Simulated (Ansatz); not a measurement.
# Li on Pd(110): change of the work function, part 5 of 5

Aim: the work function of Pd(110) at several coverages of Li (longbridge site), and the dipole that each adsorbate carries.

Ansatz 0.2.0; plane-wave DFT, PBE-D3(BJ), Ansatz PAW.

So far, work function, upper face (eV): step 2 (the clean slab) 4.73; step 4 (the covered slab, k-mesh 4×6×1, coverage 0.5 ML) 3.24; step 5 (the covered slab, k-mesh 8×11×1, coverage 1 ML) 2.94; step 7 (the slab at 0.25 ML, atoms frozen) 3.74; step 8 (the substrate of the 0.25 ML cell alone) 4.75.

## (11) Varying the input: scf.occupations.width = 0.025

This step: plane-wave DFT, PBE-D3(BJ), Ansatz PAW (Ansatz 0.2.0).

System of this step: Li/Pd(110). The cell holds 6 atoms: 5 Pd and 1 Li. Cell: a = 3.890 Å, b = 2.751 Å, c = 25.492 Å, α = 90.0°, β = 90.0°, γ = 90.0°. Vacuum lies along c.

A run with a changed input: it repeats the earlier run at 1 ML with scf.occupations.width from 0.1 to 0.025.

input.yaml

```yaml
crystal:
  lattice:
    - [3.89, 0.0, 0.0]
    - [0.0, 2.7506453788, 0.0]
    - [0.0, 0.0, 25.492282176]
  atoms:
    - { symbol: Pd, position: [0.0, 0.0, 0.3530480299] }
    - { symbol: Pd, position: [0.5, 0.5, 0.4069985817] }
    - { symbol: Pd, position: [0.0, 0.0, 0.4611240538] }
    - { symbol: Pd, position: [0.5, 0.5, 0.5176243473] }
    - { symbol: Pd, position: [0.0, 0.0, 0.5677493308] }
    - { symbol: Li, position: [0.5, 0.0, 0.6469519701] }
kpoints:
  mp_grid: { grid: [8, 11, 1] }
hamiltonian:
  xc: pbe
  dispersion: d3bj
scf:
  occupations: { method: fermi_dirac, width: 0.025 }
  convergence: { dr2_threshold: 1.0e-08 }
efield:
  axis: 3
  dipole_correction: true
  ramp_position: 0.97
  ramp_width: 0.06
relax:
  f_tol: 0.02
  max_steps: 60
  constraints: [{ sites: [0, 1] }]
output:
  bader: true
  write_potential: true
  write_density: true
  volumetric_format: npy
```

Started as:

```bash
$ ansatz run input.yaml --threads 4 --pin off --max-ram 12288MiB --backend cpu --events-out ev --progress --plain --runs-dir out
```

Numbers of over 12 decimals in the logs are rounded to 6 here.

The program printed:

```text
[...]
Crystal: 6 atoms, lattice volume = 272.768 Å³
Basis set: ecut = 420 eV, 5337 PW (Γ), exchange–correlation on 54×40×360 points (8 copies of the dense FFT grid, shifted against one another)
Bands: 56, of which v1, the nominal top of the filled ones, is band 47 counted from 1 (46 counted from 0)
Symmetry: 4 space group operations
[...]
k-points: 30 of 88
[...]
SCF iter   1: F=—  HF=-35069.974652 eV  |F-HF|=—  |Δ(HF+E_count)|=         —  Δρ=8.23e-3  dr2=1.55e0  ethr=1.77e-3  p=0.122 e·Å  D=8.08e-2 V/Å  ΔV_dip=-2.06 eV  dr2_dipole=2.12e-1  V_vac-E_F(+/−)=2.54/4.60 eV  ⟨swp⟩=8.4  Hψ=7212  notcnv=0  defer=5
[...]
SCF iter  13: F=-35069.921056 eV  HF=-35069.921056 eV  |F-HF|=6.65e-9  |Δ(HF+E_count)|=   1.32e-8  Δρ=1.31e-6  dr2=8.65e-9  ethr=1.08e-11  p=0.112 e·Å  D=7.43e-2 V/Å  ΔV_dip=-1.89 eV  dr2_dipole=9.92e-14  V_vac-E_F(+/−)=3.01/4.90 eV  ⟨swp⟩=8.5  Hψ=10080  notcnv=0
SCF 1 converged in 13 iterations: F = -35069.921056 eV  dr2 = 8.65e-9
[...]
relax step   1: F+E_penalty+E_count = -35069.92105582 eV  Δ(F+E_penalty+E_count) = +0.000e0 eV  max|allowed force component| = 9.161e-1 eV/Å  Δτ_max = 0.0000 Å  (13 SCF iters, accepted)
[...]
SCF iter  13: F=-35070.150185 eV  HF=-35070.150185 eV  |F-HF|=8.54e-9  |Δ(HF+E_count)|=   1.57e-8  Δρ=6.82e-7  dr2=2.39e-9  ethr=2.37e-12  p=0.123 e·Å  D=8.15e-2 V/Å  ΔV_dip=-2.08 eV  dr2_dipole=6.77e-13  V_vac-E_F(+/−)=2.84/4.92 eV  ⟨swp⟩=8.5  Hψ=9978  notcnv=0
SCF 2 converged in 13 iterations: F = -35070.150185 eV  dr2 = 2.39e-9
relax step   2: F+E_penalty+E_count = -35070.15018471 eV  Δ(F+E_penalty+E_count) = -2.291e-1 eV  max|allowed force component| = 7.073e-1 eV/Å  Δτ_max = 0.1949 Å  (13 SCF iters, accepted)
[...]
SCF iter  12: F=-35070.268095 eV  HF=-35070.268095 eV  |F-HF|=7.33e-9  |Δ(HF+E_count)|=   5.18e-8  Δρ=8.19e-7  dr2=4.37e-9  ethr=1.59e-12  p=0.124 e·Å  D=8.22e-2 V/Å  ΔV_dip=-2.09 eV  dr2_dipole=2.60e-10  V_vac-E_F(+/−)=2.83/4.92 eV  ⟨swp⟩=8.1  Hψ=9706  notcnv=0
SCF 3 converged in 12 iterations: F = -35070.268095 eV  dr2 = 4.37e-9
relax step   3: F+E_penalty+E_count = -35070.26809511 eV  Δ(F+E_penalty+E_count) = -1.179e-1 eV  max|allowed force component| = 3.685e-1 eV/Å  Δτ_max = 0.1949 Å  (12 SCF iters, accepted)
[...]
relax step   4: F+E_penalty+E_count = -35070.31316341 eV  Δ(F+E_penalty+E_count) = -4.507e-2 eV  max|allowed force component| = 7.448e-2 eV/Å  Δτ_max = 0.1949 Å  (13 SCF iters, accepted)
SCF iter   1: F=—  HF=-35070.324181 eV  |F-HF|=—  |Δ(HF+E_count)|=         —  Δρ=3.13e-3  dr2=7.22e-2  ethr=1.08e-3  p=0.118 e·Å  D=7.86e-2 V/Å  ΔV_dip=-2.00 eV  dr2_dipole=8.32e-3  V_vac-E_F(+/−)=2.91/4.92 eV  ⟨swp⟩=3.4  Hψ=3463  notcnv=0  defer=78
[...]
SCF iter  12: F=-35070.316895 eV  HF=-35070.316895 eV  |F-HF|=4.05e-9  |Δ(HF+E_count)|=   1.81e-8  Δρ=9.42e-7  dr2=4.52e-9  ethr=1.08e-11  p=0.116 e·Å  D=7.71e-2 V/Å  ΔV_dip=-1.97 eV  dr2_dipole=3.31e-12  V_vac-E_F(+/−)=2.94/4.90 eV  ⟨swp⟩=7.9  Hψ=9341  notcnv=0
SCF 5 converged in 12 iterations: F = -35070.316895 eV  dr2 = 4.52e-9
relax step   5: F+E_penalty+E_count = -35070.31689512 eV  Δ(F+E_penalty+E_count) = -3.732e-3 eV  max|allowed force component| = 9.226e-3 eV/Å  Δτ_max = 0.0694 Å  (12 SCF iters, accepted)
[...]
SCF converged after 12 iterations
Free energy (F): -35070.316895 eV
[...]
Internal energy: -35070.291825 eV  (E = F + TS)
E sigma→0 (E₀):  -35070.304360 eV
Entropy (-TS):   -0.025070 eV (-4.178 meV/atom)
Fermi energy:    2.827924 eV
Dipole field:    D = 0.077148 V/Å  (p = 0.116293 e·Å, saw-weighted, corrected)
Work function:   Φ+ = 2.9380 eV   Φ− = 4.9047 eV
[...]
--- Forces (eV/Å), atoms counted from 1 ---
  atom   1  Pd     0.00000000     0.00000000     0.21454510
  atom   2  Pd     0.00000000     0.00000000    -0.22512166
  atom   3  Pd     0.00000000     0.00000000    -0.00131810
  atom   4  Pd     0.00000000     0.00000000     0.00922551
  atom   5  Pd     0.00000000     0.00000000     0.00108378
  atom   6  Li     0.00000000     0.00000000     0.00159919
  max |Σ_I F_I| component: 1.38e-5 eV/Å
--- Band table (eV; the first three rows and the last of 30) ---
  k-point 0: bands = [... 43 lower, 2.1078, 2.3639, 2.5835, 2.6444, 2.6822, 3.0491, 3.9456, 5.2454, ... 5 higher]
  k-point 1: bands = [... 43 lower, 2.0875, 2.1250, 2.4946, 2.6916, 2.7911, 2.9024, 4.0713, 5.4240, ... 5 higher]
  k-point 2: bands = [... 43 lower, 2.0691, 2.1120, 2.3725, 2.6717, 2.9115, 3.0506, 4.4477, 5.9312, ... 5 higher]
  k-point 29: bands = [... 43 lower, 2.7816, 2.8089, 2.8869, 4.7786, 4.9552, 6.5322, 6.7391, 7.7022, ... 5 higher]
--- Relaxed structure (5 steps of the walk, 5 accepted, 0 SCFs on fresh bases) ---
  F+E_penalty+E_count = -35070.31689512 eV   max|allowed force component| = 9.226e-3 eV/Å
  atoms:
    - { symbol: Pd, position: [0.0, 0.0, 0.353048] }
    - { symbol: Pd, position: [0.5, 0.5, 0.4069985817] }
    - { symbol: Pd, position: [0.0, 0.0, 0.461312] }
    - { symbol: Pd, position: [0.5, 0.5, 0.518766] }
    - { symbol: Pd, position: [0.0, 0.0, 0.568859] }
    - { symbol: Li, position: [0.5, 0.0, 0.621289] }
--- Bader charges: 6 sites ---
  site symbol  charge [e]  shift [e]
     0     Pd     -0.0176     0.0000
     1     Pd     -0.0014     0.0000
     2     Pd      0.0100     0.0000
     3     Pd     -0.1077     0.0000
     4     Pd     -0.7051     0.0008
     5     Li      0.8218     0.0008
  estimated error of the sums over rays = 3.9e-4 e
```

It took 78 s on 4 threads of Arm Neoverse V1, shared host; peak memory 0.81 GiB; 5.2 min of CPU time.

Step by step:

```
step  energy less that of the first step (eV)  largest force component (eV/Å)
   1                                   0.0000                          0.9161
   2                                  -0.2291                          0.7073
   3                                  -0.3470                          0.3685
   4                                  -0.3921                          0.0745
   5                                  -0.3958                          0.0092
```

Forces are held to the 4 operations that the run works with; a distortion that breaks them can't arise in this run.

The atoms that moved most (Å):

```
atom     dx     dy      dz  length
 Li6  0.000  0.000  -0.654   0.654
 Pd4  0.000  0.000   0.029   0.029
 Pd5  0.000  0.000   0.028   0.028
```

Final coordinates:

```xyz
6
Lattice="3.8900 0.0000 0.0000 0.0000 2.7506 0.0000 0.0000 0.0000 25.4923" Properties=species:S:1:pos:R:3
Pd    0.0000    0.0000    9.0000
Pd    1.9450    1.3753   10.3753
Pd    0.0000    0.0000   11.7599
Pd    1.9450    1.3753   13.2245
Pd    0.0000    0.0000   14.5015
Li    1.9450    0.0000   15.8381
```

This step gave:

- energy at zero smearing: -35070.3044 eV
- work function, upper face: 2.938 eV
- work function, lower face: 4.905 eV
- dipole along the normal: 0.1163 e·Å
- step between the vacuum levels: -1.967 eV

| quantity | this run | earlier run | difference |
| --- | --- | --- | --- |
| work function, upper face (eV) | 2.938 | 2.939 | -4.8e-4 |
| work function, lower face (eV) | 4.905 | 4.872 | 0.033 |
| dipole along the normal (e·Å) | 0.1163 | 0.1143 | 0.0020 |

What moves beyond 0.01 in its unit (for the dipole 0.5 % and 5e-5 e·Å): dipole along the normal (+0.00199 e·Å) and work function, lower face (+0.0332 eV).

## (12) The same run with other settings

System of this step: Pd(110). The cell holds 5 atoms: 5 Pd. Cell: a = 3.890 Å, b = 2.751 Å, c = 23.501 Å, α = 90.0°, β = 90.0°, γ = 90.0°. Vacuum lies along c.

Another changed input: it repeats the earlier run at 0 ML with kpoints.mp_grid.shift to [0.5, 0.5, 0.0], scf.mixing.algorithm to broyden and scf.mixing.beta to 0.5.

input.yaml, the sections that differ from step 11:

```yaml
crystal:
  lattice:
    - [3.89, 0.0, 0.0]
    - [0.0, 2.7506453788, 0.0]
    - [0.0, 0.0, 23.5012907576]
  atoms:
    - { symbol: Pd, position: [0.0, 0.0, 0.3829576891] }
    - { symbol: Pd, position: [0.5, 0.5, 0.4414788446] }
    - { symbol: Pd, position: [0.0, 0.0, 0.5] }
    - { symbol: Pd, position: [0.5, 0.5, 0.5585211554] }
    - { symbol: Pd, position: [0.0, 0.0, 0.6170423109] }
kpoints:
  mp_grid: { grid: [8, 11, 1], shift: [0.5, 0.5, 0.0] }
scf:
  occupations: { method: fermi_dirac, width: 0.1 }
  convergence: { dr2_threshold: 1.0e-08 }
  mixing: { algorithm: broyden, beta: 0.5 }
output:
  write_potential: true
  write_density: true
  volumetric_format: npy
# hamiltonian, efield, relax: as in step 11
```

The program printed:

```text
[...]
Crystal: 5 atoms, lattice volume = 251.464 Å³
Basis set: ecut = 420 eV, 4931 PW (Γ), exchange–correlation on 54×40×320 points (8 copies of the dense FFT grid, shifted against one another)
Bands: 54, of which v1, the nominal top of the filled ones, is band 45 counted from 1 (44 counted from 0)
Symmetry: 4 space group operations
k-points: 24 of 88
[...]
SCF iter   1: F=—  HF=-34864.501864 eV  |F-HF|=—  |Δ(HF+E_count)|=         —  Δρ=6.73e-3  dr2=5.09e-1  ethr=1.77e-3  p=0.000 e·Å  D=8.20e-14 V/Å  ΔV_dip=-0.00 eV  dr2_dipole=5.86e-8  V_vac-E_F(+/−)=4.54/4.54 eV  ⟨swp⟩=8.2  Hψ=5580  notcnv=0  defer=15
[...]
SCF iter  12: F=-34864.482172 eV  HF=-34864.482172 eV  |F-HF|=2.26e-8  |Δ(HF+E_count)|=   5.40e-8  Δρ=9.03e-7  dr2=2.15e-9  ethr=1.11e-11  p=0.000 e·Å  D=4.91e-9 V/Å  ΔV_dip=-0.00 eV  dr2_dipole=4.07e-13  V_vac-E_F(+/−)=4.72/4.72 eV  ⟨swp⟩=9.8  Hψ=8810  notcnv=0
SCF 1 converged in 12 iterations: F = -34864.482172 eV  dr2 = 2.15e-9
[...]
relax step   1: F+E_penalty+E_count = -34864.48217159 eV  Δ(F+E_penalty+E_count) = +0.000e0 eV  max|allowed force component| = 5.304e-1 eV/Å  Δτ_max = 0.0000 Å  (12 SCF iters, accepted)
[...]
SCF iter  12: F=-34864.502983 eV  HF=-34864.502983 eV  |F-HF|=5.44e-8  |Δ(HF+E_count)|=   8.16e-8  Δρ=8.91e-7  dr2=1.01e-9  ethr=1.11e-11  p=-0.000 e·Å  D=-2.84e-4 V/Å  ΔV_dip=0.01 eV  dr2_dipole=3.91e-14  V_vac-E_F(+/−)=4.74/4.73 eV  ⟨swp⟩=8.8  Hψ=8048  notcnv=0
SCF 2 converged in 12 iterations: F = -34864.502983 eV  dr2 = 1.01e-9
relax step   2: F+E_penalty+E_count = -34864.50298339 eV  Δ(F+E_penalty+E_count) = -2.081e-2 eV  max|allowed force component| = 1.037e-1 eV/Å  Δτ_max = 0.0815 Å  (12 SCF iters, accepted)
SCF iter   1: F=—  HF=-34864.505197 eV  |F-HF|=—  |Δ(HF+E_count)|=         —  Δρ=1.16e-3  dr2=1.30e-2  ethr=1.98e-4  p=-0.000 e·Å  D=-2.84e-4 V/Å  ΔV_dip=0.01 eV  dr2_dipole=3.00e-3  V_vac-E_F(+/−)=4.74/4.74 eV  ⟨swp⟩=2.6  Hψ=2411  notcnv=0  defer=34
[...]
SCF iter   9: F=-34864.504312 eV  HF=-34864.504312 eV  |F-HF|=2.57e-8  |Δ(HF+E_count)|=   2.44e-8  Δρ=1.06e-6  dr2=3.68e-9  ethr=1.11e-11  p=-0.001 e·Å  D=-5.88e-4 V/Å  ΔV_dip=0.01 eV  dr2_dipole=3.04e-10  V_vac-E_F(+/−)=4.74/4.73 eV  ⟨swp⟩=9.0  Hψ=8506  notcnv=0
SCF 3 converged in 9 iterations: F = -34864.504312 eV  dr2 = 3.68e-9
[...]
relax step   3: F+E_penalty+E_count = -34864.50431179 eV  Δ(F+E_penalty+E_count) = -1.328e-3 eV  max|allowed force component| = 5.248e-3 eV/Å  Δτ_max = 0.0143 Å  (9 SCF iters, accepted)
[...]
SCF converged after 9 iterations
Stability not checked: this state was not tested for a lower state beside it, because the mixer in use, unlike msr1, does not test its closes by its own steps (another_mixer; see scf.mixing.algorithm and scf.lower_state_search)
Free energy (F): -34864.504312 eV
[...]
Internal energy: -34864.166318 eV  (E = F + TS)
E sigma→0 (E₀):  -34864.335315 eV
Entropy (-TS):   -0.337994 eV (-67.599 meV/atom)
Fermi energy:    2.457703 eV
Dipole field:    D = -0.000609 V/Å  (p = -0.000847 e·Å, saw-weighted, corrected)
Work function:   Φ+ = 4.7424 eV   Φ− = 4.7281 eV
[...]
--- Forces (eV/Å), atoms counted from 1 ---
  atom   1  Pd     0.00000000     0.00000000     0.35670264
  atom   2  Pd     0.00000000    -0.00000000    -0.35788147
  atom   3  Pd     0.00000000     0.00000000     0.00304468
  atom   4  Pd     0.00000000    -0.00000000    -0.00524824
  atom   5  Pd     0.00000000     0.00000000     0.00339244
  max |Σ_I F_I| component: 1.01e-5 eV/Å
--- Band table (eV; the first three rows and the last of 24) ---
  k-point 0: bands = [... 41 lower, 1.7461, 1.8127, 2.0430, 2.2504, 2.4511, 2.6042, 2.8217, 4.7913, ... 5 higher]
  k-point 1: bands = [... 41 lower, 1.7147, 1.8892, 1.9590, 2.1312, 2.3120, 2.6273, 3.0955, 5.1625, ... 5 higher]
  k-point 2: bands = [... 41 lower, 1.7387, 1.9118, 1.9457, 2.1426, 2.4249, 2.6684, 3.6082, 5.8302, ... 5 higher]
  k-point 23: bands = [... 41 lower, 2.4174, 2.4662, 2.5359, 2.5803, 4.7642, 4.9997, 7.2574, 7.6965, ... 5 higher]
--- Relaxed structure (3 steps of the walk, 3 accepted, 0 SCFs on fresh bases) ---
  F+E_penalty+E_count = -34864.50431179 eV   max|allowed force component| = 5.248e-3 eV/Å
  atoms:
    - { symbol: Pd, position: [0.0, 0.0, 0.382958] }
    - { symbol: Pd, position: [0.5, 0.500000, 0.441479] }
    - { symbol: Pd, position: [0.0, 0, 0.500150] }
    - { symbol: Pd, position: [0.5, 0.500000, 0.561379] }
    - { symbol: Pd, position: [0.0, -6.0055169674474925e-19, 0.615776] }
```

Elapsed: 25 s, on 4 threads; peak memory 0.7 GiB; 98 s of CPU time.

Relaxation path:

| step | energy less that of the first step (eV) | largest force component (eV/Å) |
| --- | --- | --- |
| 1 | 0.0000 | 0.5304 |
| 2 | -0.0208 | 0.1037 |
| 3 | -0.0221 | 0.0052 |

Forces are held to the 4 operations that the run works with; a distortion that breaks them can't arise in this run.

The atoms that moved most (Å):

| atom | dx | dy | dz | length |
| --- | --- | --- | --- | --- |
| Pd4 | 0.000 | 0.000 | 0.067 | 0.067 |
| Pd5 | 0.000 | 0.000 | -0.030 | 0.030 |

Final coordinates:

```xyz
5
Lattice="3.8900 0.0000 0.0000 0.0000 2.7506 0.0000 0.0000 0.0000 23.5013" Properties=species:S:1:pos:R:3
Pd    0.0000    0.0000    9.0000
Pd    1.9450    1.3753   10.3753
Pd    0.0000    0.0000   11.7542
Pd    1.9450    1.3753   13.1931
Pd    0.0000    0.0000   14.4715
```

This step gave:

```
energy at zero smearing   : -34864.3353 eV
work function, upper face : 4.742 eV
dipole along the normal   : -8.47e-4 e·Å
```

| quantity | this run | earlier run | difference |
| --- | --- | --- | --- |
| work function, upper face (eV) | 4.742 | 4.732 | 0.010 |
| dipole along the normal (e·Å) | -8.47e-4 | -8.69e-4 | 2.3e-5 |

What moves beyond 0.01 in its unit (for the dipole 0.5 % and 5e-5 e·Å): work function, upper face (+0.0101 eV).

## (13) Summary of results

```yaml
work_function_of_the_clean_face: 4.73 eV
work_function_at_0p25_ml: 3.74 eV
work_function_at_0p5_ml: 3.24 eV
work_function_at_1_ml: 2.94 eV
dipole_per_adsorbate_at_0p25_ml_positive_end_outwards: 1.12 D
step_of_the_potential_from_the_moved_charge_at_0p25_ml_upper_less_lower_side_atoms_held: -1.000 eV
```

**Reading.** Li lowers the work function of Pd(110) at the lowest coverage, by 0.99 eV: the adsorbate layer has its positive end outwards. The dipole per adsorbate falls from 1.12 to 0.55 D as the layer fills. Neighbouring dipoles depolarise each other, and heights and bonding change with coverage too. The slab has 5 layers, at the tabulated experimental lattice constant, one starting site was run, and quantum-size effects of a slab this thin can reach one or two tenths of an eV.

[Logs are printed without paths, hosts, clocks, repeated set-up lines and the standing remarks that a program may print on its own settings, such as how far it seeks lower states.]

[Hosts, paths, dates, database ids (printed as entryN), source tags and the programs' standing remarks are cut or masked in the printed files.]

[Maps of the electrostatic potential energy from Ansatz leave out the sawtooth potential of an applied field or a dipole correction, so their vacuum need not be flat; planar profiles and work functions include it.]
